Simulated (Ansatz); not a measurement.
# In2O (model cell, started as cuprite): a soft mode frozen in

Which phase does In2O (model cell, started as cuprite) fall into along its unstable mode, and how much energy does it gain?

Calculated with Ansatz 0.2.0; DFT PBEsol, scalar-relativistic, plane waves, PAW.

Report form: inputs, costs, results and the conclusion, without the logs.

The structure was built from a prototype and need not be the compound's stable phase.

## Step 1: The system as given

It takes space group Pn-3m (No. 224, cubic). Conventional cell: a = 5.024 Å, b = 5.024 Å, c = 5.024 Å, α = 90.00°, β = 90.00°, γ = 90.00°. Nearest to O lie 4 In at 2.18 Å. Nearest to In lie 2 O at 2.18 Å. Farther neighbours, and contacts between anions beyond the nearest, are not listed.

## Step 2: The dispersion

Stability and thermal properties need the whole zone. Linear response on a 2×2×2 q mesh gives force constants as far as a supercell of that size would.

Input file input.yaml:

```yaml
crystal:
  lattice:
    - [5.0239327562, 0.0, 0.0]
    - [0.0, 5.0239327562, 0.0]
    - [0.0, 0.0, 5.0239327562]
  atoms:
    - { symbol: O, position: [0.0, 0.0, 0.0] }
    - { symbol: O, position: [0.5, 0.5, 0.5] }
    - { symbol: In, position: [0.25, 0.25, 0.25] }
    - { symbol: In, position: [0.75, 0.75, 0.25] }
    - { symbol: In, position: [0.75, 0.25, 0.75] }
    - { symbol: In, position: [0.25, 0.75, 0.75] }
kpoints:
  mp_grid: { grid: [8, 8, 8] }
hamiltonian:
  xc: pbesol
scf:
  occupations: { method: methfessel_paxton, width: 0.2 }
output:
  eigenvalues: true
phonons:
  method: dfpt
  qmesh: [2, 2, 2]
  temperatures: { t_max: 1000, t_step: 50 }
  qpath:
    path:
      - [[0.0, 0.0, 0.0], [0.0, 0.5, 0.0], [0.5, 0.5, 0.0], [0.0, 0.0, 0.0], [0.5, 0.5, 0.5], [0.0, 0.5, 0.0]]
      - [[0.5, 0.5, 0.5], [0.5, 0.5, 0.0]]
    npoints: 10
```

Run with:

```sh
$ ansatz run input.yaml --threads 8 --pin off --max-ram 14336MiB --backend cpu --events-out ev --progress --plain --runs-dir out
```

Elapsed: 2.2 min, on 8 threads of Intel Xeon Platinum 8488C (Sapphire Rapids), shared host; peak memory 3.5 GiB; 15 min of CPU time.

Numbers from this step:

* volume per atom: 21.13 Å³
* gap on the k-mesh: 0 eV
* sum-rule residual before enforcement: 1.41e-5 eV/Å²
* lowest frequency on the path: -208.7 cm⁻¹
* point group: m-3m
* highest frequency on path, mesh or solved points: 348.1 cm⁻¹
* highest optical mode at the zone centre (no LO-TO term): 314.1 cm⁻¹
* lowest optical zone-centre mode: -86.65 cm⁻¹
* lowest mode on the q mesh (acoustic modes at Γ apart): -208.7 cm⁻¹

Frequencies (cm⁻¹) solved at each irreducible wavevector; negative means imaginary. Frequencies by wavevector, by row:

```
q in reciprocal lattice units  star  mode 1  mode 2  mode 3  mode 4  mode 16  mode 17  mode 18
                        0 0 0     1   -86.7   -86.7   -86.7   -80.7    314.1    314.1    314.1
                     0 0 -0.5     3  -208.7  -208.7   -91.7   -91.7    243.4      330      330
                  0 -0.5 -0.5     3  -152.3  -152.3  -135.2  -135.2    218.5      346      346
               -0.5 -0.5 -0.5     1     -93     -93     -93   -82.9    347.5    347.5    347.5
```

Interpolated from a 2×2×2 q mesh. Phonon branches along the path, in cm⁻¹:

```
    point  branch 1  branch 2  branch 3  branch 4  branch 15  branch 16  branch 17  branch 18
        Γ       -87       -87       -87       -81        215        314        314        314
  halfway      -136      -136       -87       -87        218        290        327        327
        X      -209      -209       -92       -92        243        243        330        330
  halfway      -194      -194      -100      -100        234        234        336        336
        M      -152      -152      -135      -135        218        218        346        346
  halfway      -176      -131      -106       -88        211        288        320        336
        Γ       -87       -87       -87       -81        215        314        314        314
  halfway      -149      -119      -119       -88        210        313        324        324
        R       -93       -93       -93       -83        222        348        348        348
  halfway      -160      -136      -106      -102        218        290        327        344
        X      -209      -209       -92       -92        243        243        330        330
jump to R       -93       -93       -93       -83        222        348        348        348
  halfway      -113      -113      -105       -81        217        292        348        348
        M      -152      -152      -135      -135        218        218        346        346
```

Symmetry leaves 4 wavevectors to solve. The lowest mode among them, the acoustic zeros apart, lies at q = (0, 0, -0.5) and is imaginary, 208.7i cm⁻¹, so the energy falls along it.

## Step 3: The mode frozen in, largest atomic shift 0 Å

The mode followed lies at q = (0, -0.5, -0.5) with frequency 152.4i cm⁻¹ and is 2-fold degenerate, one of the unstable modes though not the softest. At small amplitude the pattern taken leaves space group no. 16 by a symmetry search on the positions. The undistorted cell that holds it gives the zero of energy on the same k mesh.

System of this step: In2O (model cell, started as cuprite). Symmetry: Pn-3m, No. 224, cubic system. The conventional cell has a = 5.024 Å, b = 5.024 Å, c = 5.024 Å, α = 90.00°, β = 90.00°, γ = 90.00°. Nearest to O lie 4 In at 2.18 Å. Nearest to In lie 2 O at 2.18 Å. Farther neighbours, and contacts between anions beyond the nearest, are not listed.

Input file input.yaml:

```yaml
crystal:
  lattice:
    - [-5.0239327562, 0.0, 0.0]
    - [0.0, -5.0239327562, -5.0239327562]
    - [0.0, -5.0239327562, 5.0239327562]
  atoms:
    - { symbol: O, position: [0.0, 1.0, 0.0] }
    - { symbol: O, position: [0.0, 0.5, 0.5] }
    - { symbol: O, position: [0.5, 0.0, 0.5] }
    - { symbol: O, position: [0.5, 0.5, 0.0] }
    - { symbol: In, position: [0.75, 0.25, 0.5] }
    - { symbol: In, position: [0.75, 0.75, 0.0] }
    - { symbol: In, position: [0.25, 0.0, 0.25] }
    - { symbol: In, position: [0.25, 0.5, 0.75] }
    - { symbol: In, position: [0.25, 0.0, 0.75] }
    - { symbol: In, position: [0.25, 0.5, 0.25] }
    - { symbol: In, position: [0.75, 0.75, 0.5] }
    - { symbol: In, position: [0.75, 0.25, 0.0] }
kpoints:
  mp_grid: { grid: [8, 6, 6] }
hamiltonian:
  xc: pbesol
scf:
  occupations: { method: methfessel_paxton, width: 0.2 }
output:
  forces: true
  stress: true
  eigenvalues: true
```

The job ended after 4.6 s (8 threads; peak memory 1.6 GiB).

This step gave:

```
pressure                         : 0.01130 GPa
energy from the undistorted cell : 0 meV/atom
```

The run ends at a pressure of 0.01 GPa.

## Step 4: The mode frozen in, largest atomic shift 0.14 Å

The atoms are moved along the unstable eigenvector, the largest shift by 0.14 Å, with the cell fixed.

Input file input.yaml:

```yaml
crystal:
  lattice:
    - [-5.0239327562, 0.0, 0.0]
    - [0.0, -5.0239327562, -5.0239327562]
    - [0.0, -5.0239327562, 5.0239327562]
  atoms:
    - { symbol: O, position: [0.0, 0.9805832435, -0.0033561412] }
    - { symbol: O, position: [0.0, 0.5194167565, 0.5033561412] }
    - { symbol: O, position: [0.5, -0.0194167565, 0.5033561412] }
    - { symbol: O, position: [0.5, 0.5194167565, -0.0033561412] }
    - { symbol: In, position: [0.75, 0.25, 0.4992026747] }
    - { symbol: In, position: [0.75, 0.75, 0.0007973253] }
    - { symbol: In, position: [0.25, 0.0046128785, 0.25] }
    - { symbol: In, position: [0.25, 0.4953871215, 0.75] }
    - { symbol: In, position: [0.25, 0.0046128785, 0.75] }
    - { symbol: In, position: [0.25, 0.4953871215, 0.25] }
    - { symbol: In, position: [0.75, 0.75, 0.4992026747] }
    - { symbol: In, position: [0.75, 0.25, 0.0007973253] }
kpoints:
  mp_grid: { grid: [8, 6, 6] }
hamiltonian:
  xc: pbesol
scf:
  occupations: { method: methfessel_paxton, width: 0.2 }
output:
  forces: true
  stress: true
  eigenvalues: true
  write_density: true
  write_potential: true
  elf: true
  volumetric_format: npy
```

Elapsed: 15 s, on 8 threads; peak memory 1.9 GiB.

Numbers from this step:

```
pressure                         : 0.6424 GPa
energy from the undistorted cell : -3.536 meV/atom
```

The energy, extrapolated to zero smearing, is -3.54 meV/atom against the undistorted cell.

The run ends at a pressure of 0.64 GPa, with forces up to 0.33 eV/Å.

## Step 5: Energy along the mode, all amplitudes (two of the runs are shown above)

An imaginary frequency means negative curvature, so the energy should fall and then rise again as anharmonic terms take over.

Numbers from this step:

```
depth at the lowest point sampled  : 3.536 meV/atom
largest atomic shift at that point : 0.14 Å
```

Table of energy from the parent by largest atomic shift:

| largest atomic shift (Å) | energy from the parent (meV/atom) |
| --- | --- |
| 0.000 | 0 |
| 0.040 | -0.468 |
| 0.080 | -1.63 |
| 0.140 | -3.54 |
| 0.220 | -1.75 |
| 0.320 | 17.0 |

Displacement at unit largest shift by atom:

```csv
atom,x (Å),y (Å),z (Å),size
O1,0.000,0.817,0.576,1.000
O2,0.000,-0.817,-0.576,1.000
O3,0.000,0.576,0.817,1.000
O4,0.000,-0.576,-0.817,1.000
In5,0.000,0.029,-0.029,0.041
In6,0.000,-0.029,0.029,0.041
In7,0.000,-0.166,-0.166,0.235
In8,0.000,0.166,0.166,0.235
In9,0.000,-0.166,-0.166,0.235
In10,0.000,0.166,0.166,0.235
In11,0.000,0.029,-0.029,0.041
In12,0.000,-0.029,0.029,0.041
```

The lowest step is at 0.14 Å, 3.54 meV/atom below the parent, and the energy rises beyond it.

## Step 6: Relaxing from the distorted cell

Starting from the lowest point found, all atoms and the cell are let go, so that strain and other modes of the same symmetry can join in.

Edit input.yaml of step 4 so:

```diff
@@ -28,5 +28,6 @@
   eigenvalues: true
-  write_density: true
-  write_potential: true
-  elf: true
-  volumetric_format: npy
+relax:
+  adjacent_minimum: "off"
+  f_tol: 0.002
+  max_steps: 120
+  cell: { stress_tol: 0.03 }
```

The job ended after 4.3 min (8 threads; peak memory 2 GiB; 34 min of CPU time).

The steps of the relaxation:

```csv
step,energy less that of the first step (eV),largest force component (eV/Å),pressure (GPa),volume (Å³)
1,0.0000,0.2354,0.64,253.61
2,-0.2868,0.4982,0.41,253.47
3,-0.6541,0.7858,1.74,250.99
4,-0.9162,2.3409,2.56,254.19
5,-1.8194,0.4015,0.32,260.61
6,-1.9906,0.1380,-0.37,260.99
7,-2.0628,0.1544,-0.40,259.16
8,-2.0973,0.1413,0.34,255.57
9,-2.1061,0.0348,-0.43,258.03
10,-2.1120,0.0038,0.01,256.82
11,-2.1118,0.0016,-0.01,257.03
12*,-2.1569,0.0030,0.20,257.03
13,-2.1650,0.0126,-0.02,257.87
14,-2.1670,0.0159,0.02,256.96
15,-2.1669,0.0004,0.00,257.20
16*,-2.1696,0.0004,0.01,257.20
17,-2.1706,0.0020,0.01,256.95
18,-2.1704,0.0158,-0.03,257.04
19,-2.1706,0.0005,0.00,256.95
20*,-2.1703,0.0006,0.00,256.95
```

Relaxation steps marked * repeat the geometry before them on a plane-wave basis chosen anew for their cell, so energy and pressure can jump there. Relaxation step 18 was tried and not accepted.

The run keeps the 4 symmetry operations that the program found, so distortions that break them were not tested.

| cell as run | before | after | change |
| --- | --- | --- | --- |
| a (Å) | 5.024 | 5.617 | +11.8 % |
| b (Å) | 7.105 | 7.130 | +0.3 % |
| c (Å) | 7.105 | 6.416 | -9.7 % |
| volume (Å³/atom) | 21.13 | 21.41 | +1.3 % |

The atoms that moved most (Å, as changes of fractional coordinates times the final cell):

```
atom      dx      dy      dz  length
  O3   0.463   0.303   0.273   0.617
  O4   0.463  -0.303  -0.273   0.617
  O2  -0.463  -0.273  -0.303   0.617
  O1  -0.463   0.273   0.303   0.617
In10   0.000   0.253   0.253   0.358
 In7   0.000  -0.253  -0.253   0.358
 In9   0.000  -0.253  -0.253   0.358
 In8   0.000   0.253   0.253   0.358
```

The relaxed structure:

```xyz
12
Lattice="-5.6168 0.0000 0.0000 0.0000 -5.0414 -5.0414 0.0000 -4.5370 4.5370" Properties=species:S:1:pos:R:3 pbc="T T T"
O    -0.4626   -4.6554   -4.6554
O    -0.4626   -5.1752   -0.6382
O    -2.3458   -1.8825    2.6545
O    -2.3458   -2.9067   -2.9067
In   -4.2126   -3.5289    1.0082
In   -4.2126   -3.7810   -3.7810
In   -1.4042   -1.4107    0.8578
In   -1.4042   -5.6470    1.1586
In   -1.4042   -3.6792    3.1263
In   -1.4042   -3.3785   -1.1100
In   -4.2126   -6.0495   -1.5125
In   -4.2126   -1.2603   -1.2604
```

Numbers from this step:

```
pressure        : -9.70e-4 GPa
volume per atom : 21.41 Å³
```

The distorted start has space group P222; the relaxation ends in Pccm.

## Step 7: The phases reached

The phases reached along the modes that were followed are set side by side.

Energies are those of the first relaxation, on the mesh of the frozen mode; space group, volume and gap are those of the last relaxation. Phases, by row:

```
                mode frozen in  space group  energy from parent (meV/atom)  volume (Å³/atom)  gap on mesh (eV)  lowest zone-centre optical mode (cm⁻¹)  largest shift (Å)
                        parent        Pn-3m                              0             21.13                 0                                       –                  –
   q = (0, 0, -0.5), 209i cm⁻¹       P4_122                         -137.2             21.44                 0                                       –              0.601
   q = (0, 0, -0.5), 209i cm⁻¹       P4_322                         -137.2             21.44                 0                                       –              0.601
   q = (0, 0, -0.5), 209i cm⁻¹         Pmma                         -389.4             19.07                 0                                    13.8              1.397
q = (0, -0.5, -0.5), 152i cm⁻¹       P4_222                         -183.9             20.31                 0                                       –              0.628
q = (0, -0.5, -0.5), 152i cm⁻¹         Pccm                         -184.3             21.41                 0                                       –              0.716
q = (0, -0.5, -0.5), 152i cm⁻¹         Pccm                         -184.3             21.41                 0                                       –              0.716
```

## Step 8: Outcome

| Property | Result |
| --- | --- |
| unstable mode of the parent | q = (0, -0.5, -0.5), 152i cm⁻¹ |
| depth at the lowest point sampled | 3.54 meV/atom |
| largest atomic shift at that point | 0.14 Å |
| space group reached | Pccm |
| energy gained over the parent (first relaxation, on the mesh of the frozen mode) | 184 meV/atom |
| volume per atom, phase reached | 21.4 Å³ |

In words: Along this mode the structure falls into Pccm, 184 meV/atom below the parent. At the parent's cell the well is 3.536 meV/atom deep on the steps tried, with its lowest point at a shift of 0.14 Å. Relaxing atoms and cell changes the gain by +180.72 meV/atom against the lowest step (energies at zero smearing). Most of the total comes from this relaxation. The modes of the phase reached were not computed. Of the 6 patterns followed from this parent, this one ends 205 meV/atom above the lowest, Pmma. Differences under 1.0 meV/atom are within the error of comparing unlike cells and meshes, so the order among close phases is not settled. Each path keeps the symmetry of its pattern, so a lower phase may lie along a pattern not tried. With no gap, or one that is small against the smearing, the frequencies hang on the k mesh and the smearing, most of all near Kohn anomalies. A phonon run warned that its eigensolver left some bands unconverged in a pass. The starting cell was built on a prototype and not taken from a measurement, so the phase need not exist.

[Long decimals in the printed logs are rounded to 6 places.]

[Logs are printed without paths, hosts, clocks, repeated set-up lines and the standing remarks that a program may print on its own settings, such as how far it seeks lower states.]

[Hosts, paths, dates, database ids (printed as entryN), source tags and the programs' standing remarks are cut or masked in the printed files.]

[Where the starting crystal was built by hand or by swapping elements, it need not be the compound's stable phase.]
